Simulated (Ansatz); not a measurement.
# La3InB (Pm-3m): following an unstable mode

Aim: this structure of La3InB (Pm-3m) is to be tested for unstable modes, and one is followed downhill.

Main program and level: Ansatz 0.2.0; DFT PBEsol, scalar-relativistic, plane waves, PAW; PAW set soft_1.

### 1. Starting point

Symmetry: Pm-3m, No. 221, cubic system. The conventional cell has a = 5.247 Å, b = 5.247 Å, c = 5.247 Å, α = 90.00°, β = 90.00°, γ = 90.00°. La has 2 B at 2.62 Å and 8 La at 3.71 Å and 4 In at 3.71 Å nearest. Nearest to In lie 12 La at 3.71 Å. B has 6 La at 2.62 Å nearest. Farther neighbours, and contacts between anions beyond the nearest, are not listed.

Coordinates:

```cif
data_structure
_symmetry_space_group_name_H-M 'P 1'
_symmetry_Int_Tables_number 1
_cell_length_a 5.2473
_cell_length_b 5.2473
_cell_length_c 5.2473
_cell_angle_alpha 90.000
_cell_angle_beta 90.000
_cell_angle_gamma 90.000
_cell_volume 144.48
loop_
_atom_site_label
_atom_site_type_symbol
_atom_site_fract_x
_atom_site_fract_y
_atom_site_fract_z
_atom_site_occupancy
La1 La 0.50000 0.00000 0.50000 1
La2 La 0.50000 0.50000 0.00000 1
La3 La 0.00000 0.50000 0.50000 1
In4 In 0.00000 0.00000 0.00000 1
B5 B 0.50000 0.50000 0.50000 1
```

### 2. Response at finite wavevector

Stability and thermal properties need the whole zone. Linear response on a 2×2×2 q mesh gives force constants as far as a supercell of that size would.

The input, input.yaml:

```yaml
crystal:
  lattice:
    - [5.2472787968, 0.0, 0.0]
    - [0.0, 5.2472787968, 0.0]
    - [0.0, 0.0, 5.2472787968]
  atoms:
    - { symbol: La, position: [0.5, 0.0, 0.5] }
    - { symbol: La, position: [0.5, 0.5, 0.0] }
    - { symbol: La, position: [0.0, 0.5, 0.5] }
    - { symbol: In, position: [0.0, 0.0, 0.0] }
    - { symbol: B, position: [0.5, 0.5, 0.5] }
kpoints:
  mp_grid: { grid: [8, 8, 8] }
hamiltonian:
  xc: pbesol
  pseudopotentials: { kind: paw, azcp: { folder: soft_1 }, xc_functional: pbe }
scf:
  occupations: { method: methfessel_paxton, width: 0.2 }
output:
  eigenvalues: true
phonons:
  method: dfpt
  qmesh: [2, 2, 2]
  temperatures: { t_max: 1000, t_step: 50 }
  qpath:
    path:
      - [[0.0, 0.0, 0.0], [0.0, 0.5, 0.0], [0.5, 0.5, 0.0], [0.0, 0.0, 0.0], [0.5, 0.5, 0.5], [0.0, 0.5, 0.0]]
      - [[0.5, 0.5, 0.5], [0.5, 0.5, 0.0]]
    npoints: 10
```

Command:

```console
$ ansatz run input.yaml --threads 4 --pin off --max-ram 10240MiB --backend cpu --events-out ev --progress --plain --runs-dir out
```

Output:

```text
Engine: ansatz 0.2.0, x86_64-unknown-linux-gnu
Pseudopotentials: kind: paw
Pseudopotential: La, paw, valence charge 11, recommended cutoff 420 eV (normal), soft_1/La.paw.azcp
Pseudopotential: In, paw, valence charge 13, recommended cutoff 420 eV (normal), soft_1/In.paw.azcp
Pseudopotential: B, paw, valence charge 3, recommended cutoff 420 eV (normal), soft_1/B.paw.azcp
Functional definition: PBEsol
  exchange = pbesol_x
  correlation = pbesol_c
Crystal: 5 atoms, lattice volume = 144.478 Å³
Basis set: ecut = 420 eV, 2801 PW (Γ), exchange–correlation on 72×72×72 points (8 copies of the dense FFT grid, shifted against one another)
Bands: 30, of which v1, the nominal top of the filled ones, is band 25 counted from 1 (24 counted from 0)
Symmetry: 48 space group operations
k-points: 35 of 512
Non-local potential: La, projectors of the file, l = 0: 3, l = 1: 2, l = 2: 2, l = 3: 3
Non-local potential: In, projectors of the file, l = 0: 2, l = 1: 2, l = 2: 2, l = 3: 1
Non-local potential: B, projectors of the file, l = 0: 2, l = 1: 2, l = 2: 1
PAW form: soft (Blöchl's): semilocal exchange-correlation on the pseudo side does not see the compensation charge
PAW frozen core: La, regenerated for the run's functional, and the local potential with it (the file was generated under x = pbe(κ = 0.804, μ = 0.219515), c = pbe(β = 0.066725))
PAW frozen core: In, regenerated for the run's functional, and the local potential with it (the file was generated under x = pbe(κ = 0.804, μ = 0.219515), c = pbe(β = 0.066725))
PAW frozen core: B, regenerated for the run's functional, and the local potential with it (the file was generated under x = pbe(κ = 0.804, μ = 0.219515), c = pbe(β = 0.066725))
PAW one-centre angular grid: La, 590 points (default); XC on 64 Gauss nodes
PAW one-centre angular grid: In, 590 points (default); XC on 64 Gauss nodes
PAW one-centre angular grid: B, 110 points (default); XC on 64 Gauss nodes
Initial density: superposition of atomic densities (chi_scale 0.1, normalization cell, long waves kept (reshape's long-wave potential 0.00 eV rms))
Initial wavefunctions: pseudopotential atomic-orbital guess
Functional: x = pbesol(κ = 0.804, μ = 0.123457), c = pbesol(β = 0.046)
SCF iter   1: F=—  HF=-24168.975786 eV  |F-HF|=—  |Δ(HF+E_count)|=         —  Δρ=6.98e-2  dr2=2.87e1  ethr=3.10e-3  ⟨swp⟩=4.9  Hψ=4930  notcnv=0
preconditioner: auto → Kerker (q_TF=auto, 2.278 Å⁻¹)  [metal: Δε(μ)=0.012 eV  Ē_g=10.939 eV  σ=0.200 eV  W_gap=0.05  n_scr=26 (ndim 8)  ℏωp=20.3 eV  f_vac=0.000  D(μ)=7.02/eV (n_scr^D=80)]
SCF iter   2: F=—  HF=-24164.165746 eV  |F-HF|=—  |Δ(HF+E_count)|=    4.81e0  S|Δr|=    0.00e0  Δρ=2.50e-2  dr2=4.17e0  ethr=3.10e-3  ⟨swp⟩=3.9  Hψ=2390  notcnv=0  defer=6
SCF iter   3: F=—  HF=-24163.371480 eV  |F-HF|=—  |Δ(HF+E_count)|=   7.94e-1  S|Δr|=    0.00e0  Δρ=1.06e-2  dr2=4.45e-1  ethr=3.10e-3  ⟨swp⟩=3.0  Hψ=1869  notcnv=0  defer=5
SCF iter   4: F=—  HF=-24163.261885 eV  |F-HF|=—  |Δ(HF+E_count)|=   1.10e-1  S|Δr|=    0.00e0  Δρ=1.84e-3  dr2=9.85e-3  ethr=9.09e-4  ⟨swp⟩=5.2  Hψ=7367  notcnv=0
automatic band count: the SCF goes on with 35 bands, as 30 were too few: they end inside the smearing window of the response
SCF iter   5: F=—  HF=-24163.260317 eV  |F-HF|=—  |Δ(HF+E_count)|=   1.57e-3  S|Δr|=    0.00e0  Δρ=6.25e-4  dr2=9.24e-4  ethr=2.01e-5  ⟨swp⟩=2.0  Hψ=2337  notcnv=0
SCF iter   6: F=—  HF=-24163.260255 eV  |F-HF|=—  |Δ(HF+E_count)|=   6.19e-5  S|Δr|=    0.00e0  Δρ=2.33e-4  dr2=9.81e-5  ethr=1.88e-6  ⟨swp⟩=2.0  Hψ=1475  notcnv=0
SCF iter   7: F=—  HF=-24163.260227 eV  |F-HF|=—  |Δ(HF+E_count)|=   2.82e-5  S|Δr|=    0.00e0  Δρ=6.68e-5  dr2=9.23e-6  ethr=2.00e-7  ⟨swp⟩=2.0  Hψ=1408  notcnv=0
SCF iter   8: F=—  HF=-24163.260223 eV  |F-HF|=—  |Δ(HF+E_count)|=   3.67e-6  S|Δr|=    0.00e0  Δρ=2.50e-5  dr2=3.35e-6  ethr=1.88e-8  ⟨swp⟩=2.0  Hψ=1553  notcnv=0
SCF iter   9: F=—  HF=-24163.260225 eV  |F-HF|=—  |Δ(HF+E_count)|=   1.62e-6  S|Δr|=    0.00e0  Δρ=6.45e-6  dr2=6.88e-8  ethr=6.83e-9  ⟨swp⟩=2.0  Hψ=1295  notcnv=0
SCF iter  10: F=—  HF=-24163.260225 eV  |F-HF|=—  |Δ(HF+E_count)|=   4.53e-9  S|Δr|=    0.00e0  Δρ=1.79e-6  dr2=1.56e-8  ethr=1.40e-10  ⟨swp⟩=2.0  Hψ=1944  notcnv=0
SCF iter  11: F=—  HF=-24163.260225 eV  |F-HF|=—  |Δ(HF+E_count)|=   1.78e-9  S|Δr|=    0.00e0  Δρ=2.31e-7  dr2=1.06e-10  ethr=3.19e-11  ⟨swp⟩=2.0  Hψ=1306  notcnv=0
SCF iter  12: F=-24163.260225 eV  HF=-24163.260225 eV  |F-HF|=3.64e-12  |Δ(HF+E_count)|=  3.64e-12  S|Δr|=    0.00e0  Δρ=6.26e-8  dr2=4.92e-12  ethr=1.00e-12  ⟨swp⟩=16.7  Hψ=8141  notcnv=0
SCF 1 converged in 12 iterations: F = -24163.260225 eV  dr2 = 4.92e-12
  greatest PAW one-centre occupation: 0.980 electrons in one spin orbital (limit 2), on the In atom at site 3 (counted from 0), in its partial waves of l = 2
phonons: the bands overlap, so this run is a metal and interpolates without the dipole-dipole term. If the crystal is really an insulator or semiconductor, its LO-TO splitting is missing
NSCF: frozen V_eff on 35 k-points
NSCF: frozen V_eff on 125 k-points
DFPT response loops at q = (0, 0, 0) (fractional): preconditioner auto → Kerker (q_TF=auto, 2.278 Å⁻¹) (partly filled bands, converged f_vac=0.000); β = 1.00, the filter's whole step (`scf.mixing.beta` (0.50) is not read by the response loops under this deck's `scf.mixing.preconditioner`; to damp them name `kerker` or `kerker_dos`, under which they read `scf.mixing.beta`, and type it under 1.00, their step now; both keys bind the ground state too); Broyden in place of MSR1
NSCF: frozen V_eff on 250 k-points
DFPT response loops at q = (0, 0, -0.5) (fractional): mixed as the last ones told, above
NSCF: frozen V_eff on 250 k-points
DFPT response loops at q = (0, -0.5, -0.5) (fractional): mixed as the last ones told, above
NSCF: frozen V_eff on 250 k-points
DFPT response loops at q = (-0.5, -0.5, -0.5) (fractional): mixed as the last ones told, above
SCF converged after 12 iterations
Stability not checked: this state was not tested for a lower state beside it, because cold or Methfessel-Paxton smearing, or corrected tetrahedra, fill the levels in a way that the test cannot read (fill_not_monotonic; see scf.lower_state_search)
Free energy (F): -24163.260225 eV
Harris-Foulkes:  -24163.260225 eV  (|F-HF|=3.64e-12)
Internal energy: -24163.255790 eV  (E = F + TS)
E sigma→0 (E₀):  -24163.259116 eV
Entropy (-TS):   -0.004435 eV (-0.887 meV/atom)
Fermi energy:    10.105597 eV
--- Per-component energies (eV) ---
  E_band       = -147.162896
  E_kinetic    = 823.425759
  E_local      = -2107.724151  (includes V_loc(G=0)·N_el)
  E_nonlocal   = 603.902491
  E_hartree    = 797.859638
  E_xc         = -599.406350
  E_vxc        = -561.576014  (∫ρ·V_xc dr)
  E_paw        = -20197.967827  (= ΣΔE_a)
  E_vpaw       = -500.910402  (= ΣTr[D̂ρ^β])
  E_aug_tail   = 0.000143  (compensation charges beyond the density's cutoff)
  E_ewald      = -3484.103216
  E_core_change = 0.757723  (= ΣΔE_core)
  E_smearing   = -0.004435  (= −TS)
  E_closure    = -0.000000  (closes the sum)
  Σ components = -24163.260225   (vs F -24163.260225, Δ=0.00e0)
--- Band table (eV; the first three rows and the last of 35) ---
  k-point 0: bands = [... 21 lower, 9.7628, 9.7628, 9.7628, 11.0660, 11.0660, 11.0660, 11.2471, 11.2471, ... 6 higher]
  k-point 1: bands = [... 21 lower, 9.7716, 9.7973, 9.8698, 10.7531, 10.9828, 10.9828, 11.1176, 11.2962, ... 6 higher]
  k-point 2: bands = [... 21 lower, 9.7912, 9.8885, 9.9377, 10.2515, 10.7531, 10.7531, 11.1825, 11.5226, ... 6 higher]
  k-point 34: bands = [... 21 lower, 7.6367, 10.5696, 10.5696, 10.5696, 11.7760, 11.7760, 11.7760, 11.9281, ... 6 higher]
--- Phonons (Γ-DFPT): 4 representative perturbations + reference (Σ response iterations 13) ---
  ASR residual: 4.666e-5 → 0.000e0 eV/Å²; symmetrization residual: 2.239e-6 eV/Å²
  ASR residual per site (eV/Å²): 2.86e-5 2.86e-5 2.86e-5 1.03e-5 4.67e-5
  Γ frequencies (cm⁻¹): -118.01 -118.01 -118.01 -59.91 -59.91 -59.91 0.00 0.00 0.00 66.96 66.96 66.96 161.96 161.96 161.96
--- Phonons (arbitrary-q DFPT): 4 irreducible q on the 2×2×2 mesh ---
  q = [0.0000, 0.0000, 0.0000] (star 1, of the zone-centre solve; hermiticity 6.29e-7, symmetrization 7.35e-12): -118.01 -118.01 -118.01 -59.91 -59.91 -59.91 -0.00 -0.00 0.00 66.96 66.96 66.96 161.96 161.96 161.96
  q = [0.0000, 0.0000, -0.5000] (star 3, 9 solved perturbations in 975 linear systems a pass and spin channel, the states on 125 of 512 k-point pairs; hermiticity 3.34e-7, symmetrization 6.23e-8): -12.61 -12.61 36.81 41.96 41.96 72.80 72.80 73.00 78.09 82.87 82.87 142.90 305.23 305.23 329.73
  q = [0.0000, -0.5000, -0.5000] (star 3, 9 solved perturbations in 975 linear systems a pass and spin channel, the states on 125 of 512 k-point pairs; hermiticity 3.44e-7, symmetrization 3.03e-8): 18.34 53.62 53.62 61.91 61.91 69.83 69.99 69.99 78.86 89.22 130.90 144.85 349.51 361.79 361.79
  q = [-0.5000, -0.5000, -0.5000] (star 1, 4 solved perturbations in 350 linear systems a pass and spin channel, the states on 125 of 512 k-point pairs; hermiticity 4.23e-7, symmetrization 5.82e-9): -3.70 -3.70 -3.70 53.97 53.97 53.97 95.68 95.68 95.68 128.07 128.07 166.23 410.30 410.30 410.30
  sum rule: each row above includes the acoustic sum rule's correction from the zone centre's row sums; it moved no ω² by more than (1.08 cm⁻¹)²
  mesh force constants: q→R imaginary residual 1.96e-18; ASR residual 4.666e-5 → 0.000e0 eV/Å²; symmetrization residual 1.066e-14 eV/Å²
  interpolated dispersion: 62 rows × 15 modes
  density of states and harmonic sums: on the 12×12×12 q-mesh, interpolated from the force constants of a 2×2×2 supercell (no non-analytic term)
  largest difference from the sums on the solved wave vectors: F 3.93e-1 eV, S 5.07e-4 and C_V 1.14e-4 eV/K
  zero-point energy: 0.108801 eV/cell   skipped modes (ω ≤ 0): 101, of them read as no rigid motion or as one in doubt: 98 (9.253e-1 modes/cell left out, lowest -118.01 cm⁻¹)   left out of the sums: 6.18e-2 of the cell's modes: C_V's classical limit lies that fraction below 3 k_B per atom; for a crystal, a wire or a layer, F and S can be off by more, and a phonons.interpolated_qmesh denser along its periods is the remedy for the sampling
```

Run time: 4.7 min. Hardware: 4 threads of AMD EPYC 9B14 (Zen 4), shared host; peak memory 2.1 GiB.

This step gave:

```
volume per atom                                         : 28.90 Å³
gap on the k-mesh                                       : 0 eV
sum-rule residual before enforcement                    : 4.67e-5 eV/Å²
lowest frequency on the path                            : -118.0 cm⁻¹
point group                                             : m-3m
highest frequency on path, mesh or solved points        : 410.3 cm⁻¹
highest optical mode at the zone centre (no LO-TO term) : 162.0 cm⁻¹
lowest optical zone-centre mode                         : -118.0 cm⁻¹
lowest mode on the q mesh (acoustic modes at Γ apart)   : -118.0 cm⁻¹
```

Frequencies (cm⁻¹) solved at each irreducible wavevector; negative means imaginary. Frequencies by wavevector, by row:

```
q in reciprocal lattice units  star  mode 1  mode 2  mode 3  mode 4  mode 13  mode 14  mode 15
                        0 0 0     1    -118    -118    -118   -59.9      162      162      162
                     0 0 -0.5     3   -12.6   -12.6    36.8      42    305.2    305.2    329.7
                  0 -0.5 -0.5     3    18.3    53.6    53.6    61.9    349.5    361.8    361.8
               -0.5 -0.5 -0.5     1    -3.7    -3.7    -3.7      54    410.3    410.3    410.3
```

Interpolated from a 2×2×2 q mesh. The phonon branches at the labelled points (cm⁻¹):

```
    point  branch 1  branch 2  branch 3  branch 4  branch 12  branch 13  branch 14  branch 15
        Γ      -118      -118      -118       -60         67        162        162        162
  halfway       -44       -44       -33        24        125        230        230        236
        X       -13       -13        37        42        143        305        305        330
  halfway        22        37        43        48        142        328        333        346
        M        18        54        54        62        145        350        362        362
  halfway       -28       -12        28        36        125        282        288        289
        Γ      -118      -118      -118       -60         67        162        162        162
  halfway       -26        25        25        60        131        325        325        325
        R        -4        -4        -4        54        166        410        410        410
  halfway        16        23        34        64        145        357        358        367
        X       -13       -13        37        42        143        305        305        330
jump to R        -4        -4        -4        54        166        410        410        410
  halfway        13        27        27        62        154        380        387        387
        M        18        54        54        62        145        350        362        362
```

Symmetry leaves 4 wavevectors to solve. The lowest mode among them, the acoustic zeros apart, lies at Γ and is imaginary, 118.0i cm⁻¹, so the energy falls along it.

### 3. The mode frozen in, largest atomic shift 0 Å

The mode followed lies at Γ with frequency 59.9i cm⁻¹ and is 3-fold degenerate, one of the unstable modes though not the softest. At small amplitude the pattern taken leaves space group no. 155 by a symmetry search on the positions. The undistorted cell that holds it gives the zero of energy on the same k mesh.

input.yaml, the sections that differ from step 2:

```yaml
output:
  forces: true
  stress: true
  eigenvalues: true
# crystal, kpoints, hamiltonian, scf: as in step 2
# phonons: removed
```

Output:

```text
[...]
Crystal: 5 atoms, lattice volume = 144.478 Å³
Basis set: ecut = 420 eV, 2801 PW (Γ), exchange–correlation on 72×72×72 points (8 copies of the dense FFT grid, shifted against one another)
Bands: 30, of which v1, the nominal top of the filled ones, is band 25 counted from 1 (24 counted from 0)
Symmetry: 48 space group operations
[...]
k-points: 35 of 512
[...]
k-point 0: bands = [... 21 lower, 9.7628, 9.7628, 9.7628, 11.0659, 11.0659, 11.0659, 11.2471, 11.2471, ... 1 higher]
  k-point 1: bands = [... 21 lower, 9.7716, 9.7973, 9.8698, 10.7531, 10.9828, 10.9828, 11.1177, 11.2962, ... 1 higher]
  k-point 2: bands = [... 21 lower, 9.7912, 9.8885, 9.9377, 10.2515, 10.7531, 10.7531, 11.1825, 11.5226, ... 1 higher]
  k-point 34: bands = [... 21 lower, 7.6367, 10.5696, 10.5696, 10.5696, 11.7760, 11.7760, 11.7760, 11.9281, ... 1 higher]
[key lines of the parts left out:]
SCF converged after 10 iterations
Free energy (F): -24163.260225 eV
Fermi energy:    10.105594 eV
P = ⅓ Tr σ = -0.0001 GPa (-0.001 kbar)
```

Elapsed: 2.1 s, on 4 threads; peak memory 0.6 GiB.

Read from the output:

```yaml
pressure: -1.25e-4 GPa
energy_from_the_undistorted_cell: 0 meV/atom
```

The run ends at a pressure of 0.00 GPa.

### 4. The mode frozen in, largest atomic shift 0.22 Å

The atoms are moved along the unstable eigenvector, the largest shift by 0.22 Å, with the cell fixed.

input.yaml, the sections that differ from step 3:

```yaml
crystal:
  lattice:
    - [5.2472787968, 0.0, 0.0]
    - [0.0, 5.2472787968, 0.0]
    - [0.0, 0.0, 5.2472787968]
  atoms:
    - { symbol: La, position: [0.5296465078, 0.0, 0.5296465078] }
    - { symbol: La, position: [0.4703534922, 0.4703534922, 0.0] }
    - { symbol: La, position: [0.0, 0.5296465078, 0.4703534922] }
    - { symbol: In, position: [0.0, 0.0, 0.0] }
    - { symbol: B, position: [0.5, 0.5, 0.5] }
# kpoints, hamiltonian, scf, output: as in step 3
```

Output:

```text
[...]
Crystal: 5 atoms, lattice volume = 144.478 Å³
Basis set: ecut = 420 eV, 2801 PW (Γ), exchange–correlation on 72×72×72 points (8 copies of the dense FFT grid, shifted against one another)
Bands: 30, of which v1, the nominal top of the filled ones, is band 25 counted from 1 (24 counted from 0)
Symmetry: 6 space group operations
[...]
k-points: 65 of 512 (time reversal used)
[...]
k-point 0: bands = [... 21 lower, 9.8310, 9.8333, 9.8333, 10.9874, 11.1229, 11.1229, 11.1635, 11.2969, ... 1 higher]
  k-point 1: bands = [... 21 lower, 9.7368, 9.9024, 10.0200, 10.7114, 10.9299, 11.0494, 11.1645, 11.2354, ... 1 higher]
  k-point 2: bands = [... 21 lower, 9.7089, 9.9135, 10.0199, 10.3630, 10.7639, 10.9219, 11.2202, 11.3878, ... 1 higher]
  k-point 64: bands = [... 21 lower, 7.7342, 10.5486, 10.5774, 10.5774, 11.5625, 11.5625, 11.8258, 11.8387, ... 1 higher]
[key lines of the parts left out:]
SCF converged after 9 iterations
Free energy (F): -24163.305171 eV
Fermi energy:    10.131197 eV
P = ⅓ Tr σ = -0.5053 GPa (-5.053 kbar)
```

Wall time 5.9 s (4 threads); peak memory 0.62 GiB; 23 s of CPU time.

Read from the output:

```
pressure                         : -0.5053 GPa
energy from the undistorted cell : -9.156 meV/atom
```

The energy, extrapolated to zero smearing, is -9.16 meV/atom against the undistorted cell.

The run ends at a pressure of -0.51 GPa, with forces up to 0.052 eV/Å.

### 5. Energy along the mode, all amplitudes (two of the runs are shown above)

An imaginary frequency means negative curvature, so the energy should fall and then rise again as anharmonic terms take over.

This step gave:

```
depth at the lowest point sampled  : 9.156 meV/atom
largest atomic shift at that point : 0.22 Å
```

Energy from the parent against largest atomic shift:

```
largest atomic shift (Å)  energy from the parent (meV/atom)
                   0.000                                  0
                   0.040                             -0.854
                   0.080                              -3.17
                   0.140                              -7.50
                   0.220                              -9.16
                   0.320                               2.65
                   0.450                               50.2
```

Displacement at unit largest shift by atom:

```
atom   x (Å)   y (Å)   z (Å)   size
 La1   0.707   0.000   0.707  1.000
 La2  -0.707  -0.707   0.000  1.000
 La3   0.000   0.707  -0.707  1.000
 In4   0.000   0.000   0.000  0.000
  B5   0.000   0.000   0.000  0.000
```

The lowest step is at 0.22 Å, 9.16 meV/atom below the parent, and the energy rises beyond it.

[end of part 1 of 2]

[Long decimals in the printed logs are rounded to 6 places.]

[Logs are printed without paths, hosts, clocks, repeated set-up lines and the standing remarks that a program may print on its own settings, such as how far it seeks lower states.]

[Hosts, paths, dates, database ids (printed as entryN), source tags and the programs' standing remarks are cut or masked in the printed files.]

[Where the starting crystal was built by hand or by swapping elements, it need not be the compound's stable phase.]
